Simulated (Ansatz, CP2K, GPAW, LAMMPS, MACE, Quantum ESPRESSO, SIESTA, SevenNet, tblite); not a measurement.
**Amorphous 29Ga2O3-71GeO2 (mol %) (86 atoms): forces by two methods**

86 atoms (14 Fe, 17 Ge, 55 O) placed at random at 3.74 g/cm³, melted at 5000 K for 10 ps at fixed volume with the Morse and Coulomb pair potential with partial charges (Pedone, Malavasi, Menziani, Cormack and Segre, J. Phys. Chem. B 110, 11780 (2006)). Quenched from 5000 K to 300 K at 100 K/ps and fixed volume, held 5 ps, then minimised at fixed cell. Then Fe was replaced by Ga and the cell scaled by 1.006 (the potential has no terms for the new elements, so the cell is a start for a DFT relaxation).

Two calculations on one geometry. First: Kohn-Sham DFT, PBE, SSSP efficiency 1.3.0 pseudopotentials, plane waves; sssp-1.3.0-efficiency; 60/480 Ry; levels smeared at 580 K (Quantum ESPRESSO 7.5; sssp-pbe-1.3.0-efficiency, cutoffs 60/480 Ry, Γ point). Second: GFN1-xTB tight binding, diagonalisation; levels smeared at 580 K; periodic xTB differs between programs (tblite 0.8.0; Γ point).

Cell vectors (Å):

```
10.944 0.000 0.000
0.000 10.944 0.000
0.000 0.000 10.944
```

Atom, position (Å) and force of the first calculation (eV/Å):

```
1 Ga 9.223 5.884 7.490 -0.217 -1.351 -0.009
2 Ga 0.419 10.528 5.546 0.625 0.016 0.514
3 Ga 10.883 6.227 0.433 0.610 -0.308 -0.250
4 Ga 4.352 7.411 10.070 0.194 -0.462 -0.301
5 Ga 6.214 6.941 1.160 0.619 0.432 -0.424
6 Ga 8.750 5.935 2.359 -0.276 0.646 -0.167
7 Ga 10.066 8.764 3.271 -0.076 -0.266 -0.213
8 Ga 6.784 8.053 7.733 -0.112 0.041 -1.539
9 Ga 3.036 7.879 2.047 -0.662 -0.204 0.515
10 Ga 2.893 5.202 0.565 0.073 0.009 -0.703
11 Ga 1.060 8.861 10.856 0.027 -1.169 0.697
12 Ga 7.212 8.512 4.212 0.178 0.703 0.470
13 Ga 8.963 8.750 10.883 -0.655 -0.515 1.450
14 Ga 0.529 7.586 6.436 -0.365 0.709 0.864
15 Ge 10.928 0.962 10.049 0.281 0.954 -0.985
16 Ge 5.731 4.413 9.925 -0.077 1.167 0.228
17 Ge 1.652 5.203 8.742 0.971 0.634 0.176
18 Ge 8.972 3.827 10.387 -0.436 0.492 -1.318
19 Ge 3.209 6.862 5.291 0.769 -0.741 -1.051
20 Ge 3.337 8.888 7.876 0.502 0.541 0.319
21 Ge 2.037 2.035 7.498 -0.736 -0.745 0.138
22 Ge 1.524 0.172 2.130 0.426 -0.566 0.929
23 Ge 9.474 3.488 4.782 -0.571 0.754 1.379
24 Ge 6.189 9.855 1.279 0.351 -0.581 0.040
25 Ge 0.990 5.178 3.476 0.038 0.316 -0.639
26 Ge 6.537 4.145 3.503 -0.364 0.050 0.719
27 Ge 4.500 1.415 2.890 0.569 -0.975 0.919
28 Ge 5.859 5.124 6.700 -0.148 0.494 -0.157
29 Ge 4.746 0.651 6.237 -0.025 -0.135 -0.580
30 Ge 8.156 0.352 5.620 -0.666 -0.592 -0.496
31 Ge 9.729 9.336 8.052 -0.091 0.159 -0.837
32 O 3.724 1.836 7.033 0.899 1.254 0.555
33 O 6.603 8.611 5.929 -0.264 -0.024 0.462
34 O 4.190 6.706 1.081 -0.253 0.375 -0.063
35 O 6.254 8.610 2.551 -0.334 -1.352 1.400
36 O 3.076 6.081 9.303 1.235 0.412 0.420
37 O 5.385 0.261 1.929 -0.345 1.271 -0.119
38 O 8.381 10.150 4.292 -0.175 -0.579 -1.068
39 O 0.502 9.412 7.345 0.576 -0.251 -0.716
40 O 3.511 7.663 3.828 0.644 1.078 -1.354
41 O 9.562 7.755 7.091 0.362 -2.117 -0.573
42 O 9.835 2.307 10.211 -0.414 -0.308 0.243
43 O 4.886 8.116 8.327 1.135 -0.575 0.625
44 O 2.227 4.920 2.334 1.520 -0.787 -1.073
45 O 6.307 4.332 5.220 0.064 -0.796 0.539
46 O 7.227 3.707 10.459 -0.284 -1.483 0.744
47 O 9.191 10.540 6.806 0.866 0.733 0.213
48 O 1.881 3.730 7.876 0.374 -0.521 -0.966
49 O 2.596 8.880 9.462 -0.129 0.082 0.849
50 O 2.837 1.276 2.407 0.157 1.638 -0.294
51 O 10.799 6.198 2.603 -1.846 0.778 -1.141
52 O 3.946 10.242 7.012 -0.016 0.136 -0.378
53 O 6.574 5.564 2.503 0.620 0.718 -0.590
54 O 1.265 1.336 8.930 0.370 -0.410 0.859
55 O 4.464 0.793 4.530 -0.507 -0.359 -0.221
56 O 2.638 7.896 6.590 -1.635 0.012 -0.202
57 O 9.469 4.814 0.798 0.973 0.826 1.409
58 O 5.482 2.875 3.007 -0.464 -0.167 -0.741
59 O 5.580 4.296 8.193 -0.690 -1.421 -0.995
60 O 1.109 4.920 10.388 -0.636 -0.493 1.938
61 O 6.523 0.636 6.194 -0.392 0.519 0.978
62 O 8.635 7.415 3.660 0.758 0.268 -0.091
63 O 10.244 10.336 9.548 -0.381 -0.468 0.911
64 O 5.349 8.819 0.165 -0.788 -1.261 -1.029
65 O 9.408 4.663 6.029 -0.115 0.897 1.144
66 O 8.160 8.822 8.893 -0.604 0.064 0.357
67 O 9.270 4.875 9.061 0.553 0.977 -1.420
68 O 0.665 6.153 7.710 -1.544 0.994 -1.387
69 O 0.046 3.849 4.017 0.546 -1.808 -0.155
70 O 1.714 6.028 4.842 -0.894 -0.146 1.547
71 O 7.780 10.022 0.734 1.885 0.852 -0.958
72 O 0.212 8.602 4.825 0.228 0.862 0.071
73 O 4.315 4.076 10.834 -1.316 -1.021 1.015
74 O 0.542 10.842 3.529 -0.999 -0.092 1.135
75 O 10.441 8.891 1.424 -0.420 0.217 -0.031
76 O 5.958 6.143 10.227 -0.024 2.168 0.491
77 O 8.172 7.202 0.887 -0.691 -0.680 0.313
78 O 10.528 7.685 10.085 0.028 0.607 0.780
79 O 7.141 6.187 7.255 1.300 1.251 0.566
80 O 1.702 7.175 0.749 0.083 0.366 0.292
81 O 8.916 1.885 5.197 0.374 -0.028 -0.127
82 O 1.167 1.182 6.251 -0.732 -0.558 -1.469
83 O 0.722 0.486 0.610 -0.019 -0.085 0.001
84 O 4.475 5.986 6.044 -0.213 -0.146 0.254
85 O 8.318 4.039 3.524 0.416 0.186 -1.418
86 O 2.294 9.589 1.679 0.404 -1.114 -1.219
```

Q: Give the forces of the second method.

Atom and force (eV/Å):

```
1 -0.187 -0.671 -0.175
2 0.360 -0.259 0.463
3 0.731 0.183 -0.302
4 0.386 -0.457 -0.157
5 0.475 0.003 -0.281
6 0.020 1.022 -0.363
7 0.021 -0.478 -0.236
8 -0.132 -0.110 -1.177
9 -0.574 -0.333 -0.237
10 0.141 0.470 -0.099
11 -0.052 -1.683 0.439
12 0.433 0.562 0.202
13 -0.176 -0.862 0.986
14 -0.223 0.875 0.721
15 0.313 -0.212 -0.530
16 -0.057 1.663 0.468
17 0.689 1.246 0.454
18 -0.229 1.281 -0.732
19 0.028 -0.077 -0.592
20 0.870 -0.264 0.204
21 -0.688 -0.576 -0.139
22 0.380 -0.870 0.632
23 -0.606 1.137 0.679
24 0.096 -1.378 -0.122
25 -0.033 0.844 -0.966
26 0.212 0.702 0.325
27 0.381 -0.910 0.777
28 0.282 0.898 -0.057
29 -0.215 -0.222 -0.519
30 0.270 -0.736 -0.692
31 -0.155 0.154 -1.005
32 0.513 0.896 0.407
33 -0.043 -0.389 0.168
34 -0.179 0.354 0.347
35 -0.096 -0.531 1.373
36 0.647 0.035 -0.211
37 -0.224 1.087 -0.052
38 -0.639 0.128 -0.325
39 0.290 -0.029 -0.412
40 0.357 0.563 -0.608
41 0.204 -2.014 -0.555
42 -0.290 -0.290 0.177
43 0.811 -0.288 0.449
44 0.873 -1.031 -0.428
45 -0.131 -0.623 0.515
46 -0.245 -1.250 0.371
47 0.152 0.966 0.054
48 0.341 -0.643 -0.750
49 -0.179 0.420 0.034
50 0.355 1.227 -0.188
51 -0.819 -0.025 -0.240
52 0.181 0.266 -0.395
53 -0.073 -0.145 -0.099
54 0.319 -0.193 0.679
55 -0.416 -0.193 0.026
56 -0.777 0.062 -0.062
57 0.420 -0.177 0.352
58 -0.371 -0.205 -0.546
59 -0.565 -1.168 -0.763
60 -0.505 -0.605 0.848
61 -0.290 0.402 0.772
62 0.213 0.157 0.094
63 -0.190 0.765 0.917
64 -0.313 0.211 -0.793
65 -0.090 0.198 0.706
66 -0.926 0.100 0.290
67 0.116 0.297 -1.012
68 -0.521 0.229 -0.635
69 0.464 -1.465 0.026
70 -0.476 -0.518 0.964
71 0.872 0.828 -0.649
72 0.004 0.331 -0.069
73 -0.554 -0.913 0.437
74 -0.116 0.628 0.309
75 -0.677 0.427 0.661
76 0.060 0.712 -0.004
77 -0.816 -0.297 0.028
78 0.000 -0.027 0.950
79 0.426 0.614 0.180
80 -0.274 0.474 0.403
81 0.274 0.099 -0.038
82 -0.311 -0.203 -0.799
83 -0.071 0.497 0.016
84 -0.299 -0.160 0.142
85 0.323 -0.286 -0.661
86 0.499 -0.245 -0.370
```

The two sets differ by 451 meV/Å r.m.s., 58 % of the r.m.s. force of the Quantum ESPRESSO run. Periodic xTB results under one method name differ between programs and library versions. The network of bonds at the start is that of the classical potential that made the cell, and needn't be the one that DFT or experiment would give. The electronic-structure runs sample only Γ, in a cell whose shortest periodic width is 11 Å.

[Logs are printed without paths, hosts, clocks, repeated set-up lines and the standing remarks that a program may print on its own settings, such as how far it seeks lower states.]

[Hosts, paths, dates, database ids (printed as entryN), source tags and the programs' standing remarks are cut or masked in the printed files.]
